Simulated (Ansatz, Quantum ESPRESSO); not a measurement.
# RbMgHF2 (P4/mmm): third-order response, part 2 of 3

Which lines does RbMgHF2 (P4/mmm) show in Raman and infrared spectra?

Quantum ESPRESSO 8.0 development, patched; DFT LDA, scalar-relativistic, plane waves, PseudoDojo norm-conserving pseudopotentials.

So far. Step 2 (A first look): A gap of 5.3 eV opens on this mesh, so the crystal is taken as an insulator; the start stands at -1.4 GPa. Step 4 (Ground state): The cell stands at -0.012 GPa, close enough for phonons. The relaxed cell has a = 4.001, c = 3.974 Å (conventional setting).

The structure was built from a prototype and need not be the compound's stable phase.

### Step 5. Zone-centre response

At q = 0 one unit cell holds all displacements; symmetry groups them into irreducible representations that are solved one by one. The response to a field gives ε∞ and the Born charges, which polar modes need. Third-order response adds the Raman tensors.

Contents of ph.in:

```
phonons
 &inputph
    prefix='x',
    outdir='./tmp',
    fildyn='g.dyn',
    tr2_ph=1.0d-18,
    epsil=.true.,
    lraman=.true.,
    elop=.true.,
 /
0.000000000000 0.000000000000 0.000000000000
```

Launch:

```
$ OMP_NUM_THREADS=1 mpirun -n 4 ph.x -nk 4 -in ph.in > ph.out
```

Output:

```text
[banners, grids, parts of the stress and lines that vanish by symmetry left out]
[banner, memory and clock lines left out]
Program PHONON v.8.0dev

[...]
(   1q-points):
[...]
Exchange-correlation= PW
                           (   1   4   0   0   0   0   0)
[...]
kinetic-energy cut-off    =      84.0000  Ry
     charge density cut-off    =     336.0000  Ry
     convergence threshold     =      1.0E-18
[...]
Exchange-correlation= PW
                           (   1   4   0   0   0   0   0)
[...]
q = (   0.0000000   0.0000000   0.0000000 )
     17 Sym.Ops. (with q -> -q+G )
     G cutoff =  486.6123  (  44583 G-vectors)     FFT grid: ( 45, 45, 45)
     number of k points=    40
[...]
Mode symmetry, D_4h(4/mmm) point group:
[...]
Dielectric constant
[...]
End of electric fields calculation
          Dielectric constant in cartesian axis
          (       2.641845775       0.000000000       0.000000000 )
          (       0.000000000       2.641845775       0.000000000 )
          (       0.000000000       0.000000000       2.691543593 )
          Effective charges (d Force / dE) in cartesian axis without acoustic sum rule applied (asr)
           atom    1  Rb    Mean Z*:        1.20245
      Ex  (        1.18056        0.00000        0.00000 )
      Ey  (        0.00000        1.18056        0.00000 )
      Ez  (        0.00000        0.00000        1.24621 )
           atom    2  Mg    Mean Z*:        2.02213
      Ex  (        1.95906        0.00000        0.00000 )
      Ey  (        0.00000        1.95906        0.00000 )
      Ez  (        0.00000        0.00000        2.14826 )
           atom    3  F     Mean Z*:       -1.22991
      Ex  (       -1.00909        0.00000        0.00000 )
      Ey  (        0.00000       -1.44938        0.00000 )
      Ez  (        0.00000        0.00000       -1.23125 )
           atom    4  F     Mean Z*:       -1.22991
      Ex  (       -1.44938        0.00000        0.00000 )
      Ey  (        0.00000       -1.00909        0.00000 )
      Ez  (        0.00000        0.00000       -1.23125 )
           atom    5  H     Mean Z*:       -0.76466
      Ex  (       -0.68104        0.00000        0.00000 )
      Ey  (        0.00000       -0.68104        0.00000 )
      Ez  (        0.00000        0.00000       -0.93191 )
          Effective charges Sum: Mean:        0.00010
[...]
Effective charges (d Force / dE) in cartesian axis with asr applied:
           atom    1  Rb    Mean Z*:        1.20243
[...]
atom    2  Mg    Mean Z*:        2.02211
[...]
atom    3  F     Mean Z*:       -1.22993
[...]
atom    4  F     Mean Z*:       -1.22993
[...]
atom    5  H     Mean Z*:       -0.76468
[...]
Dielectric constant from finite-differences
          (       2.641846209       0.000000000       0.000000000 )
          (       0.000000000       2.641846209       0.000000000 )
          (       0.000000000       0.000000000       2.691517797 )
[...]
(       0.000000000       0.000000000       0.000000000 )
          (       0.000000000       0.000000000       0.000000000 )
          (       0.000000000      -0.000000000       0.000000000 )
          (       0.000000000       0.000000000       0.000000000 )
          (       0.000000000       0.000000000       0.000000000 )
          (       0.000000000       0.000000000       0.000000000 )
          (       0.000000000       0.000000000       0.000000000 )
          (      -0.000000000       0.000000000       0.000000000 )
[...]
(       0.000000000       0.000000000       0.000000000 )
          (      -0.000000000       0.000000000       0.000000000 )
          (       0.000000000       0.000000000       0.000000000 )
          (       0.000000000       0.000000000       0.000000000 )
          (       0.000000000       0.000000000       0.000000000 )
[...]
Representation #   1 mode #   1
[...]
End of self-consistent calculation
     Convergence has been achieved
     Representation #   2 mode #   2
[...]
End of self-consistent calculation
     Convergence has been achieved
     Representation #   3 mode #   3
[...]
End of self-consistent calculation
     Convergence has been achieved
     Representation #   4 mode #   4
[...]
End of self-consistent calculation
     Convergence has been achieved
     Representation #   5 mode #   5
[...]
Convergence has been achieved
     Representation #   6 modes #   6   7
[...]
Convergence has been achieved
     Representation #   7 modes #   8   9
[...]
Convergence has been achieved
     Representation #   8 modes #  10  11
[...]
Convergence has been achieved
     Representation #   9 modes #  12  13
[...]
End of self-consistent calculation
     Convergence has been achieved
     Representation #  10 modes #  14  15
[...]
End of self-consistent calculation
     Convergence has been achieved
[...]
Dielectric constant in cartesian axis
          (       2.641845775       0.000000000       0.000000000 )
          (       0.000000000       2.641845775       0.000000000 )
          (       0.000000000       0.000000000       2.691543593 )
          Effective charges (d Force / dE) in cartesian axis without acoustic sum rule applied (asr)
           atom    1  Rb    Mean Z*:        1.20245
      Ex  (        1.18056        0.00000        0.00000 )
      Ey  (        0.00000        1.18056        0.00000 )
      Ez  (        0.00000        0.00000        1.24621 )
           atom    2  Mg    Mean Z*:        2.02213
      Ex  (        1.95906        0.00000        0.00000 )
      Ey  (        0.00000        1.95906        0.00000 )
      Ez  (        0.00000        0.00000        2.14826 )
           atom    3  F     Mean Z*:       -1.22991
      Ex  (       -1.00909        0.00000        0.00000 )
      Ey  (        0.00000       -1.44938        0.00000 )
      Ez  (        0.00000        0.00000       -1.23125 )
           atom    4  F     Mean Z*:       -1.22991
      Ex  (       -1.44938        0.00000        0.00000 )
      Ey  (        0.00000       -1.00909        0.00000 )
      Ez  (        0.00000        0.00000       -1.23125 )
           atom    5  H     Mean Z*:       -0.76466
      Ex  (       -0.68104        0.00000        0.00000 )
      Ey  (        0.00000       -0.68104        0.00000 )
      Ez  (        0.00000        0.00000       -0.93191 )
          Effective charges Sum: Mean:        0.00010
[...]
Effective charges (d Force / dE) in cartesian axis with asr applied:
           atom    1  Rb    Mean Z*:        1.20243
[...]
atom    2  Mg    Mean Z*:        2.02211
[...]
atom    3  F     Mean Z*:       -1.22993
[...]
atom    4  F     Mean Z*:       -1.22993
[...]
atom    5  H     Mean Z*:       -0.76468
[...]
q = (    0.000000000   0.000000000   0.000000000 )
[...]
freq (    1) =      -0.253619 [THz] =      -8.459817 [cm-1]
     freq (    2) =      -0.253619 [THz] =      -8.459817 [cm-1]
     freq (    3) =      -0.243254 [THz] =      -8.114071 [cm-1]
     freq (    4) =       4.682204 [THz] =     156.181503 [cm-1]
     freq (    5) =       4.682204 [THz] =     156.181503 [cm-1]
     freq (    6) =       4.875907 [THz] =     162.642749 [cm-1]
     freq (    7) =       6.100992 [THz] =     203.507201 [cm-1]
     freq (    8) =       7.337472 [THz] =     244.751717 [cm-1]
     freq (    9) =       7.352632 [THz] =     245.257403 [cm-1]
     freq (   10) =       7.352632 [THz] =     245.257403 [cm-1]
     freq (   11) =      12.550605 [THz] =     418.643134 [cm-1]
     freq (   12) =      12.550605 [THz] =     418.643134 [cm-1]
     freq (   13) =      23.440373 [THz] =     781.886681 [cm-1]
     freq (   14) =      23.440373 [THz] =     781.886681 [cm-1]
     freq (   15) =      35.501292 [THz] =    1184.195639 [cm-1]
[...]
Mode symmetry, D_4h(4/mmm) point group:
     freq (   1-   2) =         -8.5  [cm-1]   --> E_u  X_5' M_5'  I
     freq (   3-   3) =         -8.1  [cm-1]   --> A_2u X_4' M_4'  I
     freq (   4-   5) =        156.2  [cm-1]   --> E_u  X_5' M_5'  I
     freq (   6-   6) =        162.6  [cm-1]   --> A_2u X_4' M_4'  I
     freq (   7-   7) =        203.5  [cm-1]   --> B_2u X_3' M_3'
     freq (   8-   8) =        244.8  [cm-1]   --> A_2u X_4' M_4'  I
     freq (   9-  10) =        245.3  [cm-1]   --> E_u  X_5' M_5'  I
     freq (  11-  12) =        418.6  [cm-1]   --> E_u  X_5' M_5'  I
     freq (  13-  14) =        781.9  [cm-1]   --> E_u  X_5' M_5'  I
     freq (  15-  15) =       1184.2  [cm-1]   --> A_2u X_4' M_4'  I
```

Elapsed: 27 min, on 4 MPI ranks of Arm Neoverse V2, shared host; 1.8 h of CPU time.

Numbers from this step:

```
miss of the charge sum rule                                       : 1.10e-4 e
largest acoustic frequency at the zone centre before the sum rule : -8.46 cm⁻¹
highest optical zone-centre mode (no LO-TO term)                  : 1184 cm⁻¹
lowest optical zone-centre mode                                   : 156.2 cm⁻¹
mean high-frequency dielectric constant                           : 2.658
largest Born charge in size (third of the trace)                  : 2.022 e
```

Born charge (rows field, columns displacement), before the sum rule (e), principal values of the symmetric part by kind of site:

```csv
atom,atoms with these values,low,middle,high,mean
Rb1,1,1.18,1.18,1.25,1.20
Mg2,1,1.96,1.96,2.15,2.02
F3,2,-1.45,-1.23,-1.01,-1.23
H5,1,-0.93,-0.68,-0.68,-0.76
```

In full for H5:

```
-0.68  0.00  0.00
 0.00 -0.68  0.00
 0.00  0.00 -0.93
```

High-frequency dielectric tensor:

```
2.64 0.00 0.00
0.00 2.64 0.00
0.00 0.00 2.69
```

The acoustic modes at Γ come out as far as 8.5 cm⁻¹ from zero, where they should vanish, a small numerical error; the Born charges miss their sum rule by 1.1e-4 e, which is good.

### Step 6. Modes with the sum rule

A rigid shift of the crystal must cost nothing, but grids and finite bases break this; the acoustic sum rule is imposed before the matrix is diagonalised again. With Born charges the intensities follow, and the static dielectric tensor.

Contents of dynmat.in:

```
 &input
    fildyn='g.dyn',
    asr='crystal',
    fileig='dynmat.eig',
    lperm=.true.,
 /
```

Launch:

```
$ dynmat.x -in dynmat.in > dynmat.out
```

Output:

```text
[banner, memory and clock lines left out]
Program DYNMAT v.8.0dev

     Reading Dynamical Matrix from file g.dyn
     ...Force constants read
     ...epsilon and Z* read
     ...Raman cross sections read
     Acoustic Sum Rule: || Z*(ASR) - Z*(orig)|| =    7.804329E-05
     Acoustic Sum Rule: ||dyn(ASR) - dyn(orig)||=    8.455384E-04
     A direction for q was not specified:TO-LO splitting will be absent

     Polarizability (A^3 units)
     multiply by 0.643996 for Clausius-Mossotti correction (not under assume_isolated = 'mt')
         8.313265    0.000000    0.000000
         0.000000    8.313265    0.000000
         0.000000    0.000000    8.564903

     IR activities are in (D/A)^2/amu units

# mode   [cm-1]    [THz]      IR
    1     -0.00   -0.0000    0.0000
    2     -0.00   -0.0000    0.0000
    3      0.00    0.0000    0.0000
    4    156.40    4.6888    0.8446
    5    156.40    4.6888    0.8446
    6    162.87    4.8827    1.0021
    7    203.51    6.1010    0.0000
    8    244.72    7.3364    7.5573
    9    245.32    7.3545    1.0216
   10    245.32    7.3545    1.0216
   11    418.55   12.5478    7.0234
   12    418.55   12.5478    7.0234
   13    781.62   23.4325    9.5337
   14    781.62   23.4325    9.5337
   15   1184.02   35.4962   19.8001

Electronic dielectric permittivity tensor (relative, adimensional)
         2.641846    0.000000    0.000000
         0.000000    2.641846    0.000000
         0.000000    0.000000    2.691544

 ... with zone-center polar mode contributions
         6.235132    0.000000    0.000000
         0.000000    6.235132    0.000000
         0.000000    0.000000    8.661275

[end of the log left out, with the tail of the file of modes that dynmat.x writes under the same name]
```

Wall time 0.49 s (1 thread).

Numbers from this step:

```yaml
lowest_optical_zone_centre_mode: 156.4 cm⁻¹
mean_static_dielectric_constant: 7.044
```

Unit eigenvectors of the mass-weighted matrix after the sum rule; no LO-TO term. The modes at Γ (shares of kinetic energy by element, %):

```csv
mode,frequency (cm⁻¹),Rb %,Mg %,F %,H %
1,0.0,57,16,26,1
2,0.0,57,16,26,1
3,0.0,57,16,26,1
4,156.4,42,19,39,0
5,156.4,42,19,39,0
6,162.9,43,21,36,1
7,203.5,0,0,100,0
8,244.7,0,62,38,0
9,245.3,0,24,75,1
10,245.3,0,24,75,1
11,418.6,0,41,58,1
12,418.6,0,41,58,1
13,781.6,0,0,3,97
14,781.6,0,0,3,97
15,1184.0,0,1,1,99
```

Displacements in mode 5 (156.4 cm⁻¹), the largest set to 1:
```
Rb1  0.66 -0.09  0.00
Mg2 -0.82  0.11  0.00
F3  -1.00  0.12  0.00
F4  -0.90  0.13  0.00
H5  -0.47  0.06  0.00
```

Displacements in mode 11 (418.6 cm⁻¹), the largest set to 1:
```
Rb1  0.01  0.00  0.00
Mg2 -0.74 -0.05  0.00
F3  -0.11  0.07  0.00
F4   1.00 -0.01  0.00
H5   0.56  0.04  0.00
```

Degenerate modes summed, no LO-TO term. Infrared lines, with heights relative to the strongest:

```csv
position (cm⁻¹),lines merged,"IR intensity, relative"
156,2,8.5
163,1,5.1
204,1,0.0
245,3,48
419,2,71
782,2,96
1184,1,100
```

Static dielectric tensor (ions relaxed, fixed cell):

```
6.24 0.00 0.00
0.00 6.24 0.00
0.00 0.00 8.66
```

The rule moves no optical mode by more than 0.3 cm⁻¹.

### Step 7. Sum rules set otherwise (asr no)

Without the rule the raw error of the acoustic modes shows.

Contents of dynmat.in:

```
 &input
    fildyn='g.dyn',
    asr='no',
    fileig='dynmat.eig',
    lperm=.true.,
 /
```

Launch:

```
$ dynmat.x -in dynmat.in > dynmat.out
```

Output:

```text
[banner, memory and clock lines left out]
Program DYNMAT v.8.0dev

     Reading Dynamical Matrix from file g.dyn
     ...Force constants read
     ...epsilon and Z* read
     ...Raman cross sections read
     A direction for q was not specified:TO-LO splitting will be absent

     Polarizability (A^3 units)
     multiply by 0.643996 for Clausius-Mossotti correction (not under assume_isolated = 'mt')
         8.313265    0.000000    0.000000
         0.000000    8.313265    0.000000
         0.000000    0.000000    8.564903

     IR activities are in (D/A)^2/amu units

# mode   [cm-1]    [THz]      IR
    1     -8.46   -0.2536    0.0000
    2     -8.46   -0.2536    0.0000
    3     -8.11   -0.2433    0.0000
    4    156.18    4.6822    0.8395
    5    156.18    4.6822    0.8395
    6    162.64    4.8759    0.9863
    7    203.51    6.1010    0.0000
    8    244.75    7.3375    7.5675
    9    245.26    7.3526    1.0229
   10    245.26    7.3526    1.0229
   11    418.64   12.5506    7.0135
   12    418.64   12.5506    7.0135
   13    781.89   23.4404    9.5467
   14    781.89   23.4404    9.5467
   15   1184.20   35.5013   19.8051

Electronic dielectric permittivity tensor (relative, adimensional)
         2.641846    0.000000    0.000000
         0.000000    2.641846    0.000000
         0.000000    0.000000    2.691544

 ... with zone-center polar mode contributions
         6.230279   -0.000000   -0.000000
        -0.000000    6.230279    0.000000
        -0.000000    0.000000    8.649255

[end of the log left out, with the tail of the file of modes that dynmat.x writes under the same name]
```

Wall time 0.47 s (1 thread).

Numbers from this step:

| Quantity | Value |
| --- | --- |
| lowest optical zone-centre mode | 156.2 cm⁻¹ |
| mean static dielectric constant | 7.037 |

Zone-centre frequencies as printed; negative means imaginary. Modes:

```csv
mode,frequency (cm⁻¹)
1,-8.46
2,-8.46
3,-8.11
4,156.2
5,156.2
6,162.6
7,203.5
8,244.8
9,245.3
10,245.3
11,418.6
12,418.6
13,781.9
14,781.9
15,1184
```

Against the first rule no mode moves by more than 8.5 cm⁻¹.

### Step 8. Sum rules set otherwise: a sum rule for molecules or wires on a crystal

This rule also removes rotations, which suits molecules and not a crystal; it is tried to see the harm.

Contents of dynmat.in:

```
 &input
    fildyn='g.dyn',
    asr='zero-dim',
    fileig='dynmat.eig',
    lperm=.true.,
 /
```

Launch:

```
$ dynmat.x -in dynmat.in > dynmat.out
```

Output:

```text
[banner, memory and clock lines left out]
Program DYNMAT v.8.0dev

     Reading Dynamical Matrix from file g.dyn
     ...Force constants read
     ...epsilon and Z* read
     ...Raman cross sections read
     Warning: this looks like a crystal, not a molecule in a box: use asr = 'crystal'
     Acoustic Sum Rule: || Z*(ASR) - Z*(orig)|| =    9.930135E-02
     Acoustic Sum Rule: ||dyn(ASR) - dyn(orig)||=    1.432171E-01
     Message from routine dynmat:
     WARNING: the charges keep any dipole. Ignore the strengths of the modes set to zero; with q typed a rigid rotation may get a frequency
     A direction for q was not specified:TO-LO splitting will be absent

     Polarizability (A^3 units)
     multiply by 0.643996 for Clausius-Mossotti correction (not under assume_isolated = 'mt')
         8.313265    0.000000    0.000000
         0.000000    8.313265    0.000000
         0.000000    0.000000    8.564903

     IR activities are in (D/A)^2/amu units

# mode   [cm-1]    [THz]      IR
    1     -0.00   -0.0000    0.0553
    2     -0.00   -0.0000    0.0405
    3     -0.00   -0.0000    0.0756
    4     -0.00   -0.0000    0.0023
    5      0.00    0.0000    0.0096
    6      0.00    0.0000    0.0105
    7    159.52    4.7823    0.8726
    8    195.24    5.8531    1.0841
    9    229.44    6.8784    7.6426
   10    249.45    7.4783    1.1814
   11    415.69   12.4622    7.7409
   12    418.25   12.5387    7.1819
   13    723.75   21.6974    8.7421
   14    741.98   22.2441    9.9584
   15   1134.13   34.0002   20.9093

Electronic dielectric permittivity tensor (relative, adimensional)
         2.641846    0.000000    0.000000
         0.000000    2.641846    0.000000
         0.000000    0.000000    2.691544

 ... with zone-center polar mode contributions
         5.777904    0.121722    0.091589
         0.121722    5.777904    0.091589
         0.091589    0.091589    8.613531

[end of the log left out, with the tail of the file of modes that dynmat.x writes under the same name]
```

Run time: 0.47 s. Hardware: 1 thread.

The run ended normally, but on settings that are not sound.

The fault: a sum rule for molecules or wires on a crystal; 3 optical modes are projected out to zero frequency, as if they were rotations, and the static dielectric tensor is spoilt.

For a crystal the rule has to be 'simple' or 'crystal'.

Zone-centre frequencies as printed; negative means imaginary. Modes:

```csv
mode,frequency (cm⁻¹)
1,0
2,0
3,0
4,0
5,0
6,0
7,159.5
8,195.2
9,229.4
10,249.4
11,415.7
12,418.2
13,723.8
14,742
15,1134
```

### Step 9. The LO-TO splitting (1 0 0)

A longitudinal polar mode sets up a macroscopic field that stiffens it; the term hangs on the direction from which q goes to zero.

Contents of dynmat.in:

```
 &input
    fildyn='g.dyn',
    asr='crystal',
    fileig='dynmat.eig',
    q(1)=1.0,
    q(2)=0.0,
    q(3)=0.0,
 /
```

Launch:

```
$ dynmat.x -in dynmat.in > dynmat.out
```

Output:

```text
[banner, memory and clock lines left out]
Program DYNMAT v.8.0dev

     Reading Dynamical Matrix from file g.dyn
     ...Force constants read
     ...epsilon and Z* read
     ...Raman cross sections read
     Acoustic Sum Rule: || Z*(ASR) - Z*(orig)|| =    7.804329E-05
     Acoustic Sum Rule: ||dyn(ASR) - dyn(orig)||=    8.455384E-04

     Polarizability (A^3 units)
     multiply by 0.643996 for Clausius-Mossotti correction (not under assume_isolated = 'mt')
         8.313265    0.000000    0.000000
         0.000000    8.313265    0.000000
         0.000000    0.000000    8.564903

     IR activities are in (D/A)^2/amu units

# mode   [cm-1]    [THz]      IR
    1     -0.00   -0.0000    0.0000
    2      0.00    0.0000    0.0000
    3      0.00    0.0000    0.0000
    4    156.40    4.6888    0.8446
    5    162.87    4.8827    1.0021
    6    171.03    5.1273    0.1624
    7    203.51    6.1010    0.0000
    8    244.72    7.3364    7.5573
    9    245.32    7.3545    1.0216
   10    259.59    7.7822    0.2988
   11    418.55   12.5478    7.0234
   12    498.41   14.9419    4.3498
   13    781.62   23.4325    9.5337
   14    871.48   26.1262   13.6123
   15   1184.02   35.4962   19.8001

 )
[end of the log left out, with the tail of the file of modes that dynmat.x writes under the same name]
```

It took 0.47 s on 1 thread.

This step gave:

- highest mode moved by the LO-TO term: 871.5 cm⁻¹

Zone-centre frequencies as printed; negative means imaginary. Modes:

```csv
mode,frequency (cm⁻¹)
1,0
2,0
3,0
4,156.4
5,162.9
6,171
7,203.5
8,244.7
9,245.3
10,259.6
11,418.6
12,498.4
13,781.6
14,871.5
15,1184
```

The field moves 4 modes; the highest of them now lies at 872 cm⁻¹, where the highest that moved away lay at 782.

[end of part 2 of 3]

[Host names and launcher messages were left out of these logs when they were recorded.]

[Logs are printed without paths, hosts, clocks, repeated set-up lines and the standing remarks that a program may print on its own settings, such as how far it seeks lower states.]

[Hosts, paths, dates, database ids (printed as entryN), source tags and the programs' standing remarks are cut or masked in the printed files.]
